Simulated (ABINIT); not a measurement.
# ZnSe (Stilleite): G0W0 with ABINIT, start to end

Wanted: ground state, empty states, screening and self-energy for ZnSe (Stilleite).

Method: LDA and many-body steps on it, plane waves, in ABINIT 10.8.3.

**Experimental background.**

- Gap 2.695 ± 0.003 eV: excitonic gap from free-exciton PL, not corrected for exciton binding; photoluminescence; 300 K; bulk crystal (Bridgman-grown crystal, polished and etched) (“Alloy Disordering Effects on the Thermal Conductivity and Energy Gap Temperature Dependence of Cd1−xZnxSe Ternary Crystals Grown by the Bridgman Method”, 2023, pmc:10253836).

### Step 1. Starting point

It takes space group F-43m (No. 216, cubic). The conventional cell has a = 5.668 Å, b = 5.668 Å, c = 5.668 Å, α = 90.00°, β = 90.00°, γ = 90.00°. Nearest to Zn lie 4 Se at 2.45 Å. Se has 4 Zn at 2.45 Å nearest. Farther neighbours and most contacts between anions are not listed.

Coordinates:

```cif
data_structure
_symmetry_space_group_name_H-M 'P 1'
_symmetry_Int_Tables_number 1
_cell_length_a 4.0076
_cell_length_b 4.0076
_cell_length_c 4.0076
_cell_angle_alpha 60.000
_cell_angle_beta 60.000
_cell_angle_gamma 60.000
_cell_volume 45.51
loop_
_atom_site_label
_atom_site_type_symbol
_atom_site_fract_x
_atom_site_fract_y
_atom_site_fract_z
_atom_site_occupancy
Zn1 Zn 0.00000 0.00000 0.00000 1
Se2 Se 0.25000 0.25000 0.25000 1
```

The cell and positions come from the Crystallography Open Database and are kept as given unless a step says otherwise.

### Step 2. Ground state

This step: ABINIT 10.8.3; DFT, LDA, plane waves, norm-conserving pseudopotentials.

The ground-state density comes first.

The input, run.abi:

```
acell 3*1.0 Angstrom
rprim 
  -0.000000000000 2.833800000000 2.833800000000
  2.833800000000 -0.000000000000 2.833800000000
  2.833800000000 2.833800000000 0.000000000000
ntypat 2
znucl 30 34
natom 2
typat 1 2
xred 
  0.000000000000 0.000000000000 0.000000000000
  0.250000000000 0.250000000000 0.250000000000
pp_dirpath "pseudos"
pseudos "Zn.upf, Se.upf"
ecut 48
ngkpt 6 6 6
nshiftk 1
shiftk 0 0 0
kptopt 1
chksymbreak 0
nband 27
occopt 1
tolvrs 1e-10
nstep 60
prtwf 0
indata_prefix "in"
outdata_prefix "out"
tmpdata_prefix "tmp"
```

Run with:

```console
> OMP_NUM_THREADS=1 mpirun -n 4 abinit run.abi > log
```

Numbers of over 12 decimals in the logs are rounded to 6 here.

The program printed:

```text
.Version 10.8.3 of ABINIT. v10.8.2 released Aug 2026.

 Symmetries : space group F-4 3 m (#216); Bravais cF (face-center cubic)
================================================================================
 Values of the parameters that define the memory need of the present run
     intxc =       0    ionmov =       0      iscf =       7    lmnmax =       6
     lnmax =       6     mgfft =      48  mpssoang =       3    mqgrid =    3001
     natom =       2  nloc_mem =       1    nspden =       1   nspinor =       1
    nsppol =       1      nsym =      24    n1xccc =    2501    ntypat =       2
    occopt =       1   xclevel =       1
-    mband =          27        mffmem =           1         mkmem =           4
       mpw =        4897          nfft =      110592          nkpt =          16
================================================================================
  Rough estimation (10% accuracy) of disk space for files :
================================================================================

--------------------------------------------------------------------------------
------------- Echo of variables that govern the present computation ------------
--------------------------------------------------------------------------------
 -outvars: echo values of preprocessed input variables --------
            acell      1.8897261259E+00  1.8897261259E+00  1.8897261259E+00 Bohr

      chksymbreak           0
             ecut      4.80000000E+01 Hartree
-          fftalg         312

              ixc       -1012
              kpt      0.00000000E+00  0.00000000E+00  0.00000000E+00
                       1.66666667E-01  0.00000000E+00  0.00000000E+00
                       3.33333333E-01  0.00000000E+00  0.00000000E+00
                       5.00000000E-01  0.00000000E+00  0.00000000E+00
                       1.66666667E-01  1.66666667E-01  0.00000000E+00
                       3.33333333E-01  1.66666667E-01  0.00000000E+00
                       5.00000000E-01  1.66666667E-01  0.00000000E+00
                      -3.33333333E-01  1.66666667E-01  0.00000000E+00
                      -1.66666667E-01  1.66666667E-01  0.00000000E+00
   [... 5 further rows ...]
                      -3.33333333E-01  3.33333333E-01  1.66666667E-01
                      -3.33333333E-01  5.00000000E-01  1.66666667E-01
         kptrlatt        6    0    0      0    6    0      0    0    6
          kptrlen      4.54395803E+01
P           mkmem           4
            natom           2
            nband          27
            ngfft          48      48      48
             nkpt          16
            nstep          60
             nsym          24
           ntypat           2
              occ      2.000000  2.000000  2.000000  2.000000  2.000000  2.000000
                       2.000000  2.000000  2.000000  2.000000  2.000000  2.000000
                       2.000000  2.000000  2.000000  2.000000  2.000000  2.000000
                       2.000000  2.000000  2.000000  2.000000  0.000000  0.000000
[...]
prtwf           0
            rprim     -0.0000000000E+00  2.8338000000E+00  2.8338000000E+00
[...]
spgroup         216

           tolvrs      1.00000000E-10

             xred      0.0000000000E+00  0.0000000000E+00  0.0000000000E+00
[...]
znucl       30.00000   34.00000

================================================================================

 chkinp: Checking input parameters for consistency.

================================================================================
== DATASET  1 ==================================================================
-   mpi_nproc: 4, omp_nthreads: 1 (-1 if OMP is not activated)

--- !DatasetInfo
iteration_state: {dtset: 1, }
dimensions: {natom: 2, nkpt: 16, mband: 27, nsppol: 1, nspinor: 1, nspden: 1, mpw: 4897, }
cutoff_energies: {ecut:  48.0, pawecutdg:  -1.0, }
electrons: {nelect:   4.40000000E+01, charge:   0.00000000E+00, occopt:   1.00000000E+00, tsmear:   1.00000000E-02, }

 Real(R)+Recip(G) space primitive vectors, cartesian coordinates (Bohr,Bohr^-1):
 R(1)=  0.0000000  5.3551059  5.3551059  G(1)= -0.0933688  0.0933688  0.0933688
 R(2)=  5.3551059  0.0000000  5.3551059  G(2)=  0.0933688 -0.0933688  0.0933688
 R(3)=  5.3551059  5.3551059  0.0000000  G(3)=  0.0933688  0.0933688 -0.0933688
 Unit cell volume ucvol=  3.0713845E+02 bohr^3
 Angles (23,13,12)=  6.00000000E+01  6.00000000E+01  6.00000000E+01 degrees

 getcut: wavevector=  0.0000  0.0000  0.0000  ngfft=  48  48  48
         ecut(hartree)=     48.000   => boxcut(ratio)=   2.03223

--- Pseudopotential description ------------------------------------------------
- Zn Generated using ONCVPSP code by D. R. Hamann
- 30.00000  20.00000  180309                  znucl, zion, pspdat
12 -1012 2 -1 1296                            pspcod,pspxc,lmax,lloc,mmax
     nproj     2     2     2
  pspatm : epsatm=   26.73031766
         --- l  ekb(1:nproj) -->
[...]
pspatm: atomic psp has been read  and splines computed

- Se Generated using ONCVPSP code by D. R. Hamann
- 34.00000  24.00000  180309                  znucl, zion, pspdat
12 -1012 2 -1 1198                            pspcod,pspxc,lmax,lloc,mmax
     nproj     2     2     2
  pspatm : epsatm=   25.89836092
         --- l  ekb(1:nproj) -->
[...]
pspatm: atomic psp has been read  and splines computed

   2.31566186E+03                                ecore*ucvol(ha*bohr**3)
--------------------------------------------------------------------------------

_setup2: Arith. and geom. avg. npw (full set) are    4879.338    4879.326

================================================================================

--- !BeginCycle
iteration_state: {dtset: 1, }
solver: {iscf: 7, nstep: 60, nline: 4, wfoptalg: 0, }
tolerances: {tolvrs: 1.00E-10, }

     iter   Etot(hartree)      deltaE(h)  residm     vres2
 ETOT  1  -548.13932303559    -5.481E+02 8.793E-01 4.461E+03
 ETOT  2  -549.51355436248    -1.374E+00 4.090E-02 7.555E+03
 ETOT  3  -550.33840863844    -8.249E-01 8.604E-03 9.996E+02
 ETOT  4  -550.40301611023    -6.461E-02 1.614E-02 4.102E+02
 ETOT  5  -550.44073001420    -3.771E-02 1.058E-03 7.005E+01
 ETOT  6  -550.44859076216    -7.861E-03 1.663E-03 2.110E-01
 ETOT  7  -550.44857908346     1.168E-05 7.629E-04 2.831E-01
 ETOT  8  -550.44858902821    -9.945E-06 4.704E-04 2.111E-01
 ETOT  9  -550.44861534944    -2.632E-05 1.768E-04 4.316E-04
 ETOT 10  -550.44861541411    -6.466E-08 6.572E-05 2.204E-06
 ETOT 11  -550.44861541441    -3.060E-10 2.589E-05 2.508E-08
 ETOT 12  -550.44861541441     2.501E-12 1.332E-05 7.536E-09
 ETOT 13  -550.44861541438     3.058E-11 5.807E-06 4.117E-12

 At SCF step   13       vres2   =  4.12E-12 < tolvrs=  1.00E-10 =>converged.

 Cartesian components of stress tensor (hartree/bohr^3)
  sigma(1 1)=  1.56530721E-04  sigma(3 2)=  0.00000000E+00
  sigma(2 2)=  1.56530721E-04  sigma(3 1)=  0.00000000E+00
  sigma(3 3)=  1.56530721E-04  sigma(2 1)=  0.00000000E+00

--- !ResultsGS
iteration_state: {dtset: 1, }
comment   : Summary of ground state results
lattice_vectors:
- [ -0.0000000,   5.3551059,   5.3551059, ]
- [  5.3551059,  -0.0000000,   5.3551059, ]
- [  5.3551059,   5.3551059,   0.0000000, ]
lattice_lengths: [   7.57326,    7.57326,    7.57326, ]
lattice_angles: [ 60.000,  60.000,  60.000, ] # degrees, (23, 13, 12)
lattice_volume:   3.0713845E+02
convergence: {deltae:  3.058E-11, res2:  4.117E-12, residm:  5.807E-06, diffor: null, }
etotal    :  -5.50448615E+02
entropy   :   0.00000000E+00
fermie    :   1.39712178E-01
cartesian_stress_tensor: # hartree/bohr^3
- [  1.56530721E-04,   0.00000000E+00,   0.00000000E+00, ]
- [  0.00000000E+00,   1.56530721E-04,   0.00000000E+00, ]
- [  0.00000000E+00,   0.00000000E+00,   1.56530721E-04, ]
pressure_GPa:  -4.6053E+00
xred      :
- [  0.0000E+00,   0.0000E+00,   0.0000E+00, Zn]
- [  2.5000E-01,   2.5000E-01,   2.5000E-01, Se]
cartesian_forces: # hartree/bohr
- [  4.91033493E-31,  -2.94620096E-31,   9.82066985E-32, ]
- [ -4.91033493E-31,   2.94620096E-31,  -9.82066985E-32, ]
force_length_stats: {min:   5.80998664E-31, max:   5.80998664E-31, mean:   5.80998664E-31, }

 Integrated electronic density in atomic spheres:
 ------------------------------------------------
 Atom  Sphere_radius  Integrated_density
    1        2.00000         18.12110404
    2        2.00000         21.26224152
================================================================================

 ----iterations are completed or convergence reached----

 Mean square residual over all n,k,spin=   13.442E-09; max=  58.066E-07
 reduced coordinates (array xred) for    2 atoms
       0.000000000000      0.000000000000      0.000000000000
       0.250000000000      0.250000000000      0.250000000000
 rms dE/dt=  2.8483E-30; max dE/dt=  6.3109E-30; dE/dt below (all hartree)
    1       0.000000000000      0.000000000000      0.000000000000
    2      -0.000000000000      0.000000000000      0.000000000000

 cartesian coordinates (angstrom) at end:
    1      0.000000     0.000000     0.000000
    2      1.416900     1.416900     1.416900

 cartesian forces (hartree/bohr) at end:
    1      0.000000    -0.000000     0.000000
    2     -0.000000     0.000000    -0.000000
 frms,max,avg= 3.3543973E-31 4.9103349E-31   0.000E+00  0.000E+00  0.000E+00 h/b

 cartesian forces (eV/Angstrom) at end:
    1      0.000000    -0.000000     0.000000
    2     -0.000000     0.000000    -0.000000
 frms,max,avg= 1.7249005E-29 2.5249957E-29   0.000E+00  0.000E+00  0.000E+00 e/A
 length scales=  1.889726125908  1.889726125908  1.889726125908 bohr
              =  1.000000000000  1.000000000000  1.000000000000 angstroms
 prteigrs : about to open file out_EIG
 Fermi (or HOMO) energy (hartree) =   0.13971   Average Vxc (hartree)=  -0.37927
 Eigenvalues (hartree) for nkpt=  16  k points:
 kpt#   1, nband= 27, wtk=  0.00463, kpt=  0.0000  0.0000  0.0000 (reduced coord)
  -7.44107   -5.23747   -5.23747   -5.23747   -4.43483   -2.76711   -2.76711   -2.76711
  -1.58857   -1.58857   -1.58857   -1.58840   -1.58840   -0.34985   -0.10483   -0.10483
  -0.10483   -0.09159   -0.09159    0.13971    0.13971    0.13971    0.17747    0.34982
   0.34982    0.34982    0.49385
 prteigrs : prtvol=0 or 1, do not print more k-points.

--- !EnergyTerms
iteration_state     : {dtset: 1, }
comment             : Components of total free energy in Hartree
kinetic             :  2.38148548481601E+02
hartree             :  2.28792543775108E+02
xc                  : -5.44826115731505E+01
Ewald energy        : -2.44845014170202E+02
psp_core            :  7.53947241724703E+00
local_psp           : -5.89314077751648E+02
non_local_psp       : -1.36287476593332E+02
total_energy        : -5.50448615414378E+02
total_energy_eV     : -1.49784698826061E+04
band_energy         : -8.89827684966753E+01

 Cartesian components of stress tensor (hartree/bohr^3)
  sigma(1 1)=  1.56530721E-04  sigma(3 2)=  0.00000000E+00
  sigma(2 2)=  1.56530721E-04  sigma(3 1)=  0.00000000E+00
  sigma(3 3)=  1.56530721E-04  sigma(2 1)=  0.00000000E+00

-Cartesian components of stress tensor (GPa)         [Pressure= -4.6053E+00 GPa]
- sigma(1 1)=  4.60529281E+00  sigma(3 2)=  0.00000000E+00
- sigma(2 2)=  4.60529281E+00  sigma(3 1)=  0.00000000E+00
- sigma(3 3)=  4.60529281E+00  sigma(2 1)=  0.00000000E+00

== END DATASET(S) ==============================================================
================================================================================

 -outvars: echo values of variables after computation  --------
           etotal     -5.5044861541E+02
            nband          27
             nkpt          16
          spgroup         216
 [... the other variables as echoed above ...]

 Calculation completed.
```

Elapsed: 26 s, on 4 MPI ranks of Arm Neoverse V1, shared host; peak memory 0.35 GiB; 1.7 min of CPU time.

Numbers from this step:

```
total energy               : -14978.4699 eV
gap                        : 1.028 eV
k of the valence top       : 0, 0, 0
k of the conduction bottom : 0, 0, 0
least direct gap           : 1.028 eV
pressure                   : -4.605 GPa
```

The gap is direct, at Γ.

The cutoff was set for levels, not for stress, so the pressure can be off by some GPa.

(Part 1 of 3 ends here.)

[Paths, hosts, dates, memory and timing lines, banners, echoed tables and standing remarks are left out of the program output.]

[Logs are printed without paths, hosts, clocks, repeated set-up lines and the standing remarks that a program may print on its own settings, such as how far it seeks lower states.]

[Runs of the session that timed out or met a known fault of the program may be left out.]

[No measured gap is set beside runs whose start may be inverted or whose files or cutoffs have a known fault.]

[Hosts, paths, dates, database ids (printed as entryN), source tags and the programs' standing remarks are cut or masked in the printed files.]

[G0W0 gaps are taken among the corrected bands and points alone; a level outside them can change the order at an edge.]

[Where Ansatz stands beside ABINIT at settings called matched, ABINIT's density can come from a denser mesh and the files from another edition; pairs whose starting gaps differed by over 0.03 eV were left out, so agreement reads better than it is.]
